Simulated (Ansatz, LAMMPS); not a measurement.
# Relaxing amorphous 79SiO2-21B2O3 (mol %) (96 atoms), part 2 of 4

Wanted: the relaxed structure of amorphous 79SiO2-21B2O3 (mol %) (96 atoms) and its electronic structure.

Ansatz 0.2.0; Kohn-Sham DFT, PBE, PAW (set soft_2), plane waves.

The cell: 22 Si, 12 B and 62 O. The quench rate of 100 K/ps far exceeds what a furnace or splat quench reaches. The network of bonds at the start is that of the classical potential that made the cell. Only the Γ point is sampled in the main run, in a cell whose shortest periodic width is 11 Å.

So far. Step 3 (Single point at the start): Neighbours are counted within 2.08 Å (O-Si), 1.83 Å (O-B).

## (4) Cell and atoms relaxed

Cell and atoms are freed together, to release stress as well as forces.

The input, input.yaml:

```yaml
crystal:
  lattice:
    - [11.1246, 0.0, 0.0]
    - [0.0, 11.1246, 0.0]
    - [0.0, 0.0, 11.1246]
  atoms:
    [... the 96 atom lines of step 3 ...]
kpoints:
  mp_grid: { grid: [1, 1, 1] }
hamiltonian:
  xc: pbe
scf:
  occupations: { method: fermi_dirac, width: 0.025 }
output:
  forces: true
relax:
  f_tol: 0.04
  max_steps: 250
  cell: {}
```

On the command line:

```console
$ ansatz run input.yaml --threads 4 --pin off --max-ram 8192MiB --backend cpu --events-out ev --progress --plain --runs-dir out
```

Numbers of over 12 decimals in the logs are rounded to 6 here.

Log:

```text
[...]
Crystal: 96 atoms, lattice volume = 1376.744 Å³
Basis set: ecut = 420 eV, 26961 PW (Γ), exchange–correlation on 150×150×150 points (8 copies of the dense FFT grid, shifted against one another)
Bands: 344, of which v1, the nominal top of the filled ones, is band 248 counted from 1 (247 counted from 0)
Symmetry: 1 space group operations
[...]
k-points: 1
[...]
SCF iter   1: F=—  HF=-51129.954087 eV  |F-HF|=—  |Δ(HF+E_count)|=         —  Δρ=2.55e-3  dr2=1.08e-1  ethr=1.77e-3  ⟨swp⟩=7.0  Hψ=1717  notcnv=0  defer=57
[...]
SCF iter   9: F=-51129.935688 eV  HF=-51129.935688 eV  |F-HF|=4.57e-9  |Δ(HF+E_count)|=   7.65e-8  Δρ=1.10e-6  dr2=1.81e-8  ethr=2.02e-11  ⟨swp⟩=4.0  Hψ=1030  notcnv=0
SCF 1 converged in 9 iterations: F = -51129.935688 eV  dr2 = 1.81e-8
[...]
relax step   1: F+E_penalty+E_count = -51129.93568764 eV  Δ(F+E_penalty+E_count) = +0.000e0 eV  max|allowed force component| = 2.907e0 eV/Å  Δτ_max = 0.0000 Å  P = -4.756 GPa  Ω = 1376.744 Å³  (9 SCF iters, dr2 threshold 1.00e-7 eV, accepted)
[... from here on, the SCF cycles and remarks between the steps are left out ...]
relax step   2: F+E_penalty+E_count = -51132.44947420 eV  Δ(F+E_penalty+E_count) = -2.514e0 eV  max|allowed force component| = 1.550e0 eV/Å  Δτ_max = 0.1634 Å  P = -2.081 GPa  Ω = 1358.943 Å³  energy of the carried Pulay correction = +5.956e-2 eV  (7 SCF iters, dr2 threshold 9.60e-6 eV, accepted)
relax step   3: F+E_penalty+E_count = -51133.69981778 eV  Δ(F+E_penalty+E_count) = -1.250e0 eV  max|allowed force component| = 7.883e-1 eV/Å  Δτ_max = 0.1283 Å  P = +0.974 GPa  Ω = 1325.628 Å³  energy of the carried Pulay correction = +1.731e-1 eV  (7 SCF iters, dr2 threshold 9.60e-6 eV, accepted)
relax step   4: F+E_penalty+E_count = -51134.36556197 eV  Δ(F+E_penalty+E_count) = -6.657e-1 eV  max|allowed force component| = 4.440e-1 eV/Å  Δτ_max = 0.2000 Å  P = +0.010 GPa  Ω = 1316.703 Å³  energy of the carried Pulay correction = +2.040e-1 eV  (7 SCF iters, dr2 threshold 9.60e-6 eV, accepted)
relax step   5: F+E_penalty+E_count = -51134.64246025 eV  Δ(F+E_penalty+E_count) = -2.769e-1 eV  max|allowed force component| = 5.237e-1 eV/Å  Δτ_max = 0.2000 Å  P = -0.259 GPa  Ω = 1312.324 Å³  energy of the carried Pulay correction = +2.193e-1 eV  (7 SCF iters, dr2 threshold 9.60e-6 eV, accepted)
relax step   6: F+E_penalty+E_count = -51134.84596179 eV  Δ(F+E_penalty+E_count) = -2.035e-1 eV  max|allowed force component| = 2.224e-1 eV/Å  Δτ_max = 0.2000 Å  P = -0.106 GPa  Ω = 1307.008 Å³  energy of the carried Pulay correction = +2.378e-1 eV  (7 SCF iters, dr2 threshold 9.60e-6 eV, accepted)
relax step   7: F+E_penalty+E_count = -51134.98001717 eV  Δ(F+E_penalty+E_count) = -1.341e-1 eV  max|allowed force component| = 1.607e-1 eV/Å  Δτ_max = 0.2000 Å  P = -0.004 GPa  Ω = 1300.903 Å³  energy of the carried Pulay correction = +2.593e-1 eV  (7 SCF iters, dr2 threshold 3.09e-6 eV, accepted)
relax step   8: F+E_penalty+E_count = -51134.97019179 eV  Δ(F+E_penalty+E_count) = +9.825e-3 eV  max|allowed force component| = 3.793e-1 eV/Å  Δτ_max = 0.2000 Å  P = +0.005 GPa  Ω = 1298.390 Å³  energy of the carried Pulay correction = +2.681e-1 eV  (7 SCF iters, dr2 threshold 1.61e-6 eV, rejected (line search))
relax step   9: F+E_penalty+E_count = -51135.02616109 eV  Δ(F+E_penalty+E_count) = -4.614e-2 eV  max|allowed force component| = 6.281e-2 eV/Å  Δτ_max = 0.1000 Å  P = -0.025 GPa  Ω = 1300.428 Å³  energy of the carried Pulay correction = +2.609e-1 eV  (10 SCF iters, accepted)
relax step  10: F+E_penalty+E_count = -51135.04429307 eV  Δ(F+E_penalty+E_count) = -1.813e-2 eV  max|allowed force component| = 1.509e-1 eV/Å  Δτ_max = 0.1000 Å  P = -0.033 GPa  Ω = 1300.352 Å³  energy of the carried Pulay correction = +2.612e-1 eV  (8 SCF iters, dr2 threshold 2.47e-7 eV, accepted)
relax step  11: F+E_penalty+E_count = -51135.03978488 eV  Δ(F+E_penalty+E_count) = +4.508e-3 eV  max|allowed force component| = 2.684e-1 eV/Å  Δτ_max = 0.0693 Å  P = +0.123 GPa  Ω = 1301.696 Å³  energy of the carried Pulay correction = +2.565e-1 eV  (7 SCF iters, dr2 threshold 1.42e-6 eV, accepted)
relax step  12: F+E_penalty+E_count = -51135.03636311 eV  Δ(F+E_penalty+E_count) = +3.422e-3 eV  max|allowed force component| = 2.015e-1 eV/Å  Δτ_max = 0.0653 Å  P = -0.167 GPa  Ω = 1303.738 Å³  energy of the carried Pulay correction = +2.493e-1 eV  (6 SCF iters, dr2 threshold 4.50e-6 eV, accepted)
relax step  13: F+E_penalty+E_count = -51134.98073466 eV  Δ(F+E_penalty+E_count) = +5.563e-2 eV  max|allowed force component| = 3.746e-1 eV/Å  Δτ_max = 0.2000 Å  P = -0.101 GPa  Ω = 1308.804 Å³  energy of the carried Pulay correction = +2.316e-1 eV  (7 SCF iters, dr2 threshold 2.54e-6 eV, rejected (line search))
relax step  14: F+E_penalty+E_count = -51135.04423585 eV  Δ(F+E_penalty+E_count) = -7.873e-3 eV  max|allowed force component| = 4.093e-1 eV/Å  Δτ_max = 0.0986 Å  P = +0.099 GPa  Ω = 1303.198 Å³  energy of the carried Pulay correction = +2.512e-1 eV  (11 SCF iters, accepted)
relax step  15: F+E_penalty+E_count = -51135.04412402 eV  Δ(F+E_penalty+E_count) = +1.118e-4 eV  max|allowed force component| = 1.819e-1 eV/Å  Δτ_max = 0.1000 Å  P = -0.007 GPa  Ω = 1305.160 Å³  energy of the carried Pulay correction = +2.443e-1 eV  (7 SCF iters, dr2 threshold 9.60e-6 eV, accepted)
relax step  16: F+E_penalty+E_count = -51135.03925099 eV  Δ(F+E_penalty+E_count) = +4.873e-3 eV  max|allowed force component| = 3.407e-1 eV/Å  Δτ_max = 0.0839 Å  P = +0.009 GPa  Ω = 1304.267 Å³  energy of the carried Pulay correction = +2.474e-1 eV  (7 SCF iters, dr2 threshold 2.07e-6 eV, rejected (line search))
relax step  17: F+E_penalty+E_count = -51135.05758859 eV  Δ(F+E_penalty+E_count) = -1.346e-2 eV  max|allowed force component| = 4.548e-2 eV/Å  Δτ_max = 0.0420 Å  P = +0.015 GPa  Ω = 1304.405 Å³  energy of the carried Pulay correction = +2.470e-1 eV  (10 SCF iters, accepted)
relax step  18: F+E_penalty+E_count = -51135.05687288 eV  Δ(F+E_penalty+E_count) = +7.157e-4 eV  max|allowed force component| = 1.505e-2 eV/Å  Δτ_max = 0.0193 Å  P = +0.010 GPa  Ω = 1304.894 Å³  energy of the carried Pulay correction = +2.452e-1 eV  (7 SCF iters, dr2 threshold 1.29e-7 eV, accepted)
relax step  19: F+E_penalty+E_count = -51134.97358238 eV  Δ(F+E_penalty+E_count) = +8.329e-2 eV  max|allowed force component| = 1.370e-2 eV/Å  Δτ_max = 0.0000 Å  P = -0.151 GPa  Ω = 1304.894 Å³  stress off target by 3.70e-1 GPa  SCF on the basis re-selected at this cell (its energy is not comparable with the rows above)  (7 SCF iters)
relax step  20: F+E_penalty+E_count = -51134.99681267 eV  Δ(F+E_penalty+E_count) = -2.323e-2 eV  max|allowed force component| = 5.988e-2 eV/Å  Δτ_max = 0.0452 Å  P = -0.003 GPa  Ω = 1300.952 Å³  energy of the carried Pulay correction = +1.397e-2 eV  (7 SCF iters, dr2 threshold 3.42e-7 eV, accepted)
relax step  21: F+E_penalty+E_count = -51134.99622956 eV  Δ(F+E_penalty+E_count) = +5.831e-4 eV  max|allowed force component| = 1.249e-1 eV/Å  Δτ_max = 0.0345 Å  P = -0.002 GPa  Ω = 1301.621 Å³  energy of the carried Pulay correction = +1.167e-2 eV  (7 SCF iters, dr2 threshold 2.24e-7 eV, accepted)
relax step  22: F+E_penalty+E_count = -51134.99795725 eV  Δ(F+E_penalty+E_count) = -1.728e-3 eV  max|allowed force component| = 9.741e-3 eV/Å  Δτ_max = 0.0162 Å  P = -0.001 GPa  Ω = 1301.440 Å³  energy of the carried Pulay correction = +1.228e-2 eV  (6 SCF iters, dr2 threshold 9.75e-7 eV, accepted)
relax step  23: F+E_penalty+E_count = -51134.98883962 eV  Δ(F+E_penalty+E_count) = +9.118e-3 eV  max|allowed force component| = 9.234e-3 eV/Å  Δτ_max = 0.0000 Å  P = -0.012 GPa  Ω = 1301.440 Å³  stress off target by 4.10e-2 GPa  SCF on the basis re-selected at this cell (its energy is not comparable with the rows above)  (6 SCF iters)
[...]
SCF converged after 6 iterations
Free energy (F): -51134.988840 eV
[...]
Internal energy: -51134.988840 eV  (E = F + TS)
E sigma→0 (E₀):  -51134.988840 eV
Fermi energy:    4.051438 eV
[...]
--- Forces (eV/Å), atoms counted from 1 ---
  atom   1  Si     0.00168997     0.00228564     0.00161750
  atom   2  Si    -0.00208500    -0.00024835    -0.00190294
  atom   3  Si     0.00267243     0.00455874    -0.00099671
  atom   4  Si    -0.00275484     0.00108190    -0.00711804
  atom   5  Si     0.00215046     0.00431711    -0.00604972
  atom   6  Si     0.00273296    -0.00061036    -0.00260113
  atom   7  Si     0.00085399     0.00011266    -0.00201866
  atom   8  Si    -0.00091722    -0.00171362    -0.00287101
  atom   9  Si    -0.00842881    -0.00232754     0.00173105
  atom  10  Si    -0.00133051     0.00268586    -0.00402930
  atom  11  Si     0.00527609     0.00300082    -0.00120550
  atom  12  Si     0.00065435     0.00246344     0.00262682
  atom  13  Si    -0.00463642     0.00020284    -0.00318533
  atom  14  Si    -0.00166925    -0.00349667    -0.00220116
[...]
atom  95  O     -0.00173133    -0.00122481     0.00172064
  atom  96  O     -0.00158599     0.00020210     0.00129723
  max |Σ_I F_I| component: 3.00e-5 eV/Å
--- Stress (GPa, compression-positive) ---
       -0.031074       0.015231      -0.017469
        0.015242      -0.002189      -0.015252
       -0.017473      -0.015259      -0.001822
  P = ⅓ Tr σ = -0.0117 GPa (-0.117 kbar)
--- Relaxed structure (21 steps of the walk, 18 accepted, 2 SCFs on fresh bases) ---
  F+E_penalty+E_count = -51134.98883962 eV   max|allowed force component| = 9.234e-3 eV/Å   (the final SCF, on the basis selected at the relaxed cell)
  cell:  # Å, volume = 1301.4404 Å³
    - [10.554051, 0.123636, -0.377952]
    - [0.123636, 11.119328, -0.255295]
    - [-0.377952, -0.255295, 11.110512]
  atoms:
    - { symbol: Si, position: [0.725593, 0.336178, 0.827577] }
    - { symbol: Si, position: [0.372249, 0.038392, 0.630425] }
    - { symbol: Si, position: [0.131348, 0.891679, 0.520292] }
    - { symbol: Si, position: [0.544191, 0.060158, 0.077670] }
[...]
- { symbol: O, position: [0.131117, 0.526858, 0.201068] }
```

It took 4 min on 4 threads of Arm Neoverse V2, shared host; peak memory 1.6 GiB.

The steps of the relaxation (22 of 23):

```tsv
step	energy less that of the first step (eV)	largest force component (eV/Å)	pressure (GPa)	volume (Å³)
1	0.0000	2.9072	-4.76	1376.74
2	-2.5138	1.5501	-2.08	1358.94
3	-3.7641	0.7883	0.97	1325.63
4	-4.4299	0.4440	0.01	1316.70
5	-4.7068	0.5237	-0.26	1312.32
6	-4.9103	0.2224	-0.11	1307.01
7	-5.0443	0.1607	0.00	1300.90
8	-5.0345	0.3793	0.01	1298.39
9	-5.0905	0.0628	-0.03	1300.43
10	-5.1086	0.1509	-0.03	1300.35
11	-5.1041	0.2684	0.12	1301.70
13	-5.0450	0.3746	-0.10	1308.80
14	-5.1085	0.4093	0.10	1303.20
15	-5.1084	0.1819	-0.01	1305.16
16	-5.1036	0.3407	0.01	1304.27
17	-5.1219	0.0455	0.01	1304.41
18	-5.1212	0.0151	0.01	1304.89
19*	-5.0379	0.0137	-0.15	1304.89
20	-5.0611	0.0599	0.00	1300.95
21	-5.0605	0.1249	0.00	1301.62
22	-5.0623	0.0097	0.00	1301.44
23*	-5.0532	0.0092	-0.01	1301.44
```

Relaxation steps marked * repeat the geometry before them on a plane-wave basis chosen anew for their cell, so energy and pressure can jump there. Other such steps can lie between the rows shown. Relaxation steps 8, 13, 16 were tried and not accepted.

```tsv
cell as run	before	after	change
a (Å)	11.125	10.562	-5.1 %
b (Å)	11.125	11.123	-0.0 %
c (Å)	11.125	11.120	-0.0 %
α (°)	90.00	92.65	+2.9 %
β (°)	90.00	94.01	+4.5 %
γ (°)	90.00	88.65	-1.5 %
volume (Å³/atom)	14.34	13.56	-5.5 %
```

The atoms that moved most (Å, as changes of fractional coordinates times the final cell):

```tsv
atom	dx	dy	dz	length
O82	-0.040	-0.303	0.784	0.841
O58	0.640	-0.003	-0.463	0.790
O73	0.219	0.696	0.075	0.734
O46	-0.550	0.025	-0.348	0.651
O76	0.373	-0.414	-0.167	0.582
O94	-0.057	-0.288	-0.456	0.542
O53	-0.380	-0.340	0.164	0.536
B23	0.240	-0.454	0.122	0.527
```

The relaxation changed the energy by -52.6 meV/atom, and atoms moved by 0.32 Å r.m.s., 0.84 Å at most.

## (5) Local order after relaxation

Bonds before and after, by the cutoffs listed below:

```tsv
pair	bonds before	bonds after	mean before (Å)	mean after (Å)	spread before (Å)	spread after (Å)
O-Si	88	88	1.643	1.635	0.015	0.013
O-B	37	36	1.403	1.373	0.028	0.010
```

Density 2.22 g/cm³, 13.56 Å³ an atom.

g(r), total and by pair (bins of 0.2 Å):

```tsv
r (Å)	total	O-O	O-Si	O-B	Si-Si	Si-B	B-B
1.30	2.14	0.00	0.00	13.25	0.00	0.00	0.00
1.50	0.00	0.00	0.00	0.00	0.00	0.00	0.00
1.70	3.72	0.00	12.55	0.00	0.00	0.00	0.00
1.90	0.00	0.00	0.00	0.00	0.00	0.00	0.00
2.10	0.00	0.00	0.00	0.00	0.00	0.00	0.00
2.30	0.61	1.41	0.00	0.14	0.00	0.00	0.00
2.50	0.60	1.22	0.00	0.00	0.00	0.60	3.48
2.70	1.99	4.16	0.05	0.27	0.00	3.42	0.00
2.90	0.65	0.61	0.13	0.49	1.49	3.54	0.00
3.10	0.65	0.45	0.31	0.79	4.43	0.00	0.73
3.30	0.67	0.59	0.72	1.01	0.61	0.00	0.65
3.50	0.90	0.59	1.16	1.65	0.00	0.65	0.56
3.70	1.06	0.64	1.58	1.67	0.45	0.43	0.51
3.90	1.28	0.91	2.00	1.54	0.00	1.03	0.00
4.10	1.04	0.82	1.35	1.09	1.00	1.05	0.43
4.30	1.04	0.80	1.62	0.60	0.81	1.05	1.56
4.50	0.93	1.14	0.62	0.58	1.36	1.65	0.70
4.70	0.98	1.23	0.64	0.76	1.17	1.25	1.61
4.90	1.14	1.46	0.67	0.89	1.79	1.14	1.77
5.10	1.09	1.27	0.76	1.10	1.56	1.19	0.84
```

Bonds by pair of elements; cutoffs follow the first minimum of g(r), held within bounds set by covalent radii, and pairs that aren't listed don't count as bonded:

```tsv
pair A-B	cutoff (Å)	bonds	mean length (Å)	spread (Å)	shortest (Å)	B about A	A about B
O-Si	2.08	88	1.64	0.013	1.60	1.42	4
O-B	1.77	36	1.37	0.01	1.35	0.581	3
```

How many atoms have how many bonded neighbours:

```tsv
element	mean	2	3	4
B	3	0	12	0
O	2	62	0	0
Si	4	0	0	22
```

Bond angles, per cent of each kind in bins of 5°:

```tsv
angle (°)	O-Si-O	O-B-O	B-O-Si	Si-O-Si
95–100	1.5	0.0	0.0	0.0
100–105	12.9	0.0	0.0	0.0
105–110	40.2	0.0	0.0	0.0
110–115	37.9	2.8	0.0	0.0
115–120	6.8	55.6	6.7	3.5
120–125	0.8	36.1	13.3	3.5
125–130	0.0	5.6	6.7	0.0
130–135	0.0	0.0	13.3	20.7
135–140	0.0	0.0	20.0	13.8
140–145	0.0	0.0	6.7	17.2
145–150	0.0	0.0	10.0	17.2
150–155	0.0	0.0	6.7	13.8
155–160	0.0	0.0	3.3	3.5
160–165	0.0	0.0	10.0	3.5
165–170	0.0	0.0	3.3	3.5
```

Bond angles (no mean is given where the spread exceeds 20°):

```tsv
angle	count	mean (°)	spread (°)
O-Si-O	132	110	4
O-B-O	36	120	2.7
B-O-Si	30	139	14.2
Si-O-Si	29	142	11.2
B-O-B	3	132	7.1
```

Oxygen atoms by the number of network formers (Si, P, Ge, B, Al, As, Ga) bound to them:

```tsv
network formers bound to O	O atoms	per cent
0	0	0
1	0	0
2	62	100
```

Network units: each former by its oxygen neighbours and how many of them bridge to another former:

```tsv
former	O neighbours	bridging O	atoms
Si	4	4	22
B	3	3	12
```

Rings of the network by King's shortest-path rule, up to 12 atoms, one path for each pair of neighbours; H, halogens, alkali and alkaline-earth atoms are left out, and the last column divides by all other atoms, bonded or not:

```tsv
ring size (atoms)	rings	per network atom
6	1	0.01
8	3	0.031
10	6	0.062
12	5	0.052
```

With the cutoffs above, all B atoms have 3, all O atoms have 2 and all Si atoms have 4 bonded neighbours. The O-Si-O angle averages 110° with a spread of 4°. 100 % of the oxygens bridge two formers (Si and B) and 0 % are non-bridging. The commonest Si unit has 4 oxygens, 4 of them shared with other formers (22 of 22 atoms). Rings of 10 atoms are the most common (40 % of those counted); sizes run from 6 to 12, where the search stops.

[end of part 2 of 4]

[Logs are printed without paths, hosts, clocks, repeated set-up lines and the standing remarks that a program may print on its own settings, such as how far it seeks lower states.]

[Hosts, paths, dates, database ids (printed as entryN), source tags and the programs' standing remarks are cut or masked in the printed files.]
